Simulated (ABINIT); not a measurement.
**CdSe (F-43m): G0W0 in ABINIT against the exchange cutoff**

How does the gap of CdSe (F-43m) converge in the exchange cutoff?

Main program and level: ABINIT 10.8.3; PBE and many-body steps on it, plane waves.

Report form: the programs' logs are mostly left out.

## Step 1: The starting structure

It takes space group F-43m (No. 216, cubic). Conventional cell: a = 6.141 Å, b = 6.141 Å, c = 6.141 Å, α = 90.00°, β = 90.00°, γ = 90.00°. Cd has 4 Se at 2.66 Å nearest. Nearest to Se lie 4 Cd at 2.66 Å. Farther neighbours and most contacts between anions are not listed.

Structure file:

```cif
data_structure
_symmetry_space_group_name_H-M 'F-43m'
_symmetry_Int_Tables_number 216
_cell_length_a 6.1405
_cell_length_b 6.1405
_cell_length_c 6.1405
_cell_angle_alpha 90.000
_cell_angle_beta 90.000
_cell_angle_gamma 90.000
_cell_volume 231.54
loop_
_atom_site_label
_atom_site_type_symbol
_atom_site_symmetry_multiplicity
_atom_site_Wyckoff_symbol
_atom_site_fract_x
_atom_site_fract_y
_atom_site_fract_z
_atom_site_occupancy
Cd1 Cd 4 a 0.00000 0.00000 0.00000 1
Se1 Se 4 c 0.25000 0.25000 0.25000 1
```

The cell and positions are those that the Materials Project relaxed with its own functionals (PBE, PBE+U or r2SCAN), kept fixed.

## Step 2: Screening, 4×4×4 mesh, 85 bands, screening to 130.6 eV

This step: ABINIT 10.8.3; RPA screening on PBE, plane waves, norm-conserving pseudopotentials.

The RPA dielectric matrix is built and inverted for each q.

run.abi reads:

```
acell 3*1.0 Angstrom
rprim 
  -0.000000000000 3.070271198600 3.070271198600
  3.070271198600 -0.000000000000 3.070271198600
  3.070271198600 3.070271198600 0.000000000000
ntypat 2
znucl 48 34
natom 2
typat 1 2
xred 
  0.000000000000 0.000000000000 0.000000000000
  0.750000000000 0.750000000000 0.750000000000
pp_dirpath "pseudos"
pseudos "Cd.upf, Se.upf"
ecut 47
ngkpt 4 4 4
nshiftk 1
shiftk 0 0 0
kptopt 1
chksymbreak 0
istwfk *1
occopt 1
irdwfk 1
optdriver 3
nband 85
ecuteps 4.8
inclvkb 2
awtr 1
symchi 1
indata_prefix "in"
outdata_prefix "out"
tmpdata_prefix "tmp"
```

The run is started by

```sh
> OMP_NUM_THREADS=1 mpirun -n 8 abinit run.abi > log
```

Wall time 27 s (8 MPI ranks of AMD EPYC 7R43, shared host); peak memory 2.2 GiB.

Numbers from this step:

```
ε∞ with local fields, on this mesh, along the program's q direction : 55.46
the same without local fields                                       : 57.58
plasma frequency                                                    : 29.28 eV
plane waves in the screening matrix                                 : 181
```

Local fields lower ε∞ by 4 %.

## Step 3: 4.7 Ha

This step: G0W0 on PBE, plane waves, norm-conserving pseudopotentials.

Edit run.abi of step 2 so:

```diff
@@ -23,8 +23,15 @@
 irdwfk 1
-optdriver 3
+optdriver 4
 nband 85
+gwcalctyp 0
+ecutsigx 4.7
+symsigma 1
+nkptgw 1
+kptgw 
+  0.0000000000 0.0000000000 0.0000000000
+bdgw 
+  16 22
 ecuteps 4.8
-inclvkb 2
-awtr 1
-symchi 1
+irdscr 1
+ppmodel 1
 indata_prefix "in"
```

Run time: 5.1 s. Hardware: 8 MPI ranks; peak memory 1.1 GiB; 38 s of CPU time.

Numbers from this step:

```
G0W0 gap on the points computed              : 1.444 eV
starting gap on the mesh                     : 0.5475 eV
k of the valence top                         : 0, 0, 0
k of the conduction bottom                   : 0, 0, 0
Z at the valence top                         : 0.789
Z at the conduction bottom                   : 0.812
least direct G0W0 gap on the computed points : 1.444 eV
```

## Step 4: 9.4 Ha

Edit run.abi of step 3 so:

```diff
@@ -26,3 +26,3 @@
 gwcalctyp 0
-ecutsigx 4.7
+ecutsigx 9.4
 symsigma 1
```

It took 5 s on 8 MPI ranks; peak memory 1.2 GiB; 37 s of CPU time.

This step gave:

| Item | Value |
| --- | --- |
| G0W0 gap on the points computed | 1.483 eV |
| starting gap on the mesh | 0.5475 eV |
| k of the valence top | 0, 0, 0 |
| k of the conduction bottom | 0, 0, 0 |
| Z at the valence top | 0.789 |
| Z at the conduction bottom | 0.812 |
| least direct G0W0 gap on the computed points | 1.483 eV |

## Step 5: 18.8 Ha

The self-energy is evaluated for the states that the input lists, and the levels follow from it, in one-shot runs by the linearised quasiparticle equation.

Edit run.abi of step 4 so:

```diff
@@ -26,3 +26,3 @@
 gwcalctyp 0
-ecutsigx 9.4
+ecutsigx 18.8
 symsigma 1
```

The job ended after 5.2 s (8 MPI ranks; peak memory 1.3 GiB; 39 s of CPU time).

This step gave:

* G0W0 gap on the points computed: 1.586 eV
* starting gap on the mesh: 0.5475 eV
* k of the valence top: 0, 0, 0
* k of the conduction bottom: 0, 0, 0
* least direct G0W0 gap on the computed points: 1.586 eV

The gap on the mesh goes from 0.55 eV to 1.59 eV, a correction of +1.04 eV.

## Step 6: 32.9 Ha

Edit run.abi of step 5 so:

```diff
@@ -26,3 +26,3 @@
 gwcalctyp 0
-ecutsigx 18.8
+ecutsigx 32.9
 symsigma 1
```

The job ended after 5.6 s (8 MPI ranks; peak memory 1.3 GiB).

Numbers from this step:

- G0W0 gap on the points computed: 1.640 eV
- starting gap on the mesh: 0.5475 eV
- k of the valence top: 0, 0, 0
- k of the conduction bottom: 0, 0, 0
- least direct G0W0 gap on the computed points: 1.640 eV

Against the run before, the gap moves by +0.054 eV.

## Step 7: 47 Ha

Edit run.abi of step 6 so:

```diff
@@ -26,3 +26,3 @@
 gwcalctyp 0
-ecutsigx 32.9
+ecutsigx 47
 symsigma 1
```

It took 9.3 s on 8 MPI ranks; peak memory 1.9 GiB; 72 s of CPU time.

This step gave:

- G0W0 gap on the points computed: 1.643 eV
- starting gap on the mesh: 0.5475 eV
- k of the valence top: 0, 0, 0
- k of the conduction bottom: 0, 0, 0
- least direct G0W0 gap on the computed points: 1.643 eV

Against the run before, the gap moves by +0.003 eV.

## Step 8: Side by side

Times are wall times on 8 MPI ranks of AMD EPYC 7R43, shared host, good to a factor of about two. A run's time includes the screening step that it read.

| run | mesh | bands | screening cutoff (eV) | DFT gap (eV) | gap on the mesh (eV) | direct (eV) | ε∞ used | time |
| --- | --- | --- | --- | --- | --- | --- | --- | --- |
| 4.7 Ha | 4×4×4 | 85 | 130.6 | 0.547 | 1.444 | 1.444 | 55.46 | 32 s |
| 9.4 Ha | 4×4×4 | 85 | 130.6 | 0.547 | 1.483 | 1.483 | 55.46 | 32 s |
| 18.8 Ha | 4×4×4 | 85 | 130.6 | 0.547 | 1.586 | 1.586 | 55.46 | 32 s |
| 32.9 Ha | 4×4×4 | 85 | 130.6 | 0.547 | 1.640 | 1.640 | 55.46 | 32 s |
| 47 Ha | 4×4×4 | 85 | 130.6 | 0.547 | 1.643 | 1.643 | 55.46 | 36 s |

## Step 9: What came out

```
4.7 Ha       : 1.444 eV
9.4 Ha       : 1.483 eV
18.8 Ha      : 1.586 eV
32.9 Ha      : 1.640 eV
47 Ha        : 1.643 eV
known limits : not at the basis limit; exchange with frozen shells missing; mesh may overstate the screening; no spin-orbit coupling; coarse k mesh
```

What this shows: The setting moved: exchange cutoff. From 4.7 Ha to 47 Ha the gap moves by +0.20 eV. It holds to 0.03 eV from 32.9 Ha on. Bands and screening cutoff are coupled, so a series along one setting does not show full convergence. Below the screening cutoff the correlation part is cut too. Bands and cutoff are finite, so the gap is not at the basis limit. The miss can reach some tenths of an eV and take either sign; the mesh is an error of its own. In the G0W0 runs levels were corrected at 1 k point alone, so a gap called «on the mesh» is the least over those, and an edge elsewhere would be missed. The 4×4×4 mesh is coarse for this cell, which bears on the long-range parts of exchange and screening. The norm-conserving file of at least one element keeps a d shell over frozen s and p shells of the same row. Exchange with those shells is missing from the self-energy, an error of 0.3 to 0.9 eV in cases checked, whose sign depends on which edge lies on those atoms. For the PBE start: The RPA ε∞ on this mesh reaches over 25; with a narrow direct gap a coarse mesh can overstate it, and the correction is then too small. The many-body steps are scalar-relativistic: spin-orbit coupling is not in them.

[Paths, hosts, dates, memory and timing lines, banners, echoed tables and standing remarks are left out of the program output.]

[Logs are printed without paths, hosts, clocks, repeated set-up lines and the standing remarks that a program may print on its own settings, such as how far it seeks lower states.]

[Runs of the session that timed out or met a known fault of the program may be left out.]

[Hosts, paths, dates, database ids (printed as entryN), source tags and the programs' standing remarks are cut or masked in the printed files.]

[G0W0 gaps are taken among the corrected bands and points alone; a level outside them can change the order at an edge.]

[Where Ansatz stands beside ABINIT at settings called matched, ABINIT's density can come from a denser mesh and the files from another edition; pairs whose starting gaps differed by over 0.03 eV were left out, so agreement reads better than it is.]
